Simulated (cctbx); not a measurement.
# Reading a Patterson map

Space group Fm-3m (no. 225), a = 11.2520 Å, b = 11.2520 Å, c = 11.2520 Å, α = 90.00°, β = 90.00°, γ = 90.00°, content Tl4 Nb4 K8 Cl24.

Simulated single-crystal data (cctbx): Cu Kα, λ = 1.54184 Å, to d = 0.83 Å, 70 % of the full sphere, strongest reflection 70000 counts, noise from counting, a 4 % proportional error and a noise floor of 2 counts (s.d.); no absorption, some extinction.

Patterson synthesis, origin scaled to 1000:

```text
Patterson group F m -3 m
      u       v       w   height  length (A)
  0.000   0.000   0.000   1000.0     0.00
  0.000   0.000   0.500    747.7     5.63
  0.250   0.250   0.250    345.3     4.87
  0.000   0.000   0.257    290.9     2.89
  0.000   0.250   0.250    117.9     3.98
  0.031   0.031   0.099     17.8     1.21
  0.061   0.061   0.061     16.8     1.18
  0.062   0.062   0.438     11.6     5.03
  0.000   0.041   0.399     10.8     4.52
  0.037   0.037   0.407      9.6     4.62
  0.038   0.092   0.247      7.9     2.99
  0.050   0.050   0.331      7.2     3.81
  0.000   0.053   0.172      6.7     2.02
  0.186   0.186   0.186      6.7     3.63
```

Q: Assign the vectors.

A peak at u stands for all pairs with xi − xj = u, with weight Σ ZiZj against Σ Z² = 42792 at the origin. Peak heights follow these weights only roughly, since form factors, motion and series ripples differ, all vectors within 0.55 Å of a peak are counted as merged into it though the farther ones add only part of their weight, and F(000) is left out, which lowers the whole map:

| u | v | w | shortest length (Å) | height | 1000 ΣZiZj/ΣZ² | pairs in the cell |
| --- | --- | --- | --- | --- | --- | --- |
| 0.000 | 0.000 | 0.500 | 5.63 | 748 | 850 | 8 × Tl–Nb, 24 × Cl–Cl, 8 × K–K |
| 0.250 | 0.250 | 0.250 | 4.87 | 345 | 433 | 8 × Tl–K, 8 × Nb–K |
| 0.000 | 0.000 | 0.257 | 2.89 | 291 | 388 | 8 × Tl–Cl, 8 × Nb–Cl |
| 0.000 | 0.250 | 0.250 | 3.98 | 118 | 229 | 16 × K–Cl, 16 × Cl–Cl |

The table stops at ten peaks or at a height of 45, below which ripples compete. In the model behind the data Tl, the heaviest element, has 1 independent site: (1/2, 0, 0), up to an allowed shift of origin. No listed peak is a Tl–Tl vector, so the position follows from the cell content and the cross vectors. The whole model:

```csv
atom,mult.,x,y,z,Ueq (Å²)
Tl1,4,1/2,0,0,0.0085
Nb1,4,0,0,0,0.0104
K1,8,1/4,3/4,3/4,0.0130
Cl1,24,0,0,0.7654,0.0155
```

This is a model crystal, built by substitution and not relaxed, with assumed displacement parameters.

[Logs are printed without paths, hosts, clocks, repeated set-up lines and the standing remarks that a program may print on its own settings, such as how far it seeks lower states.]
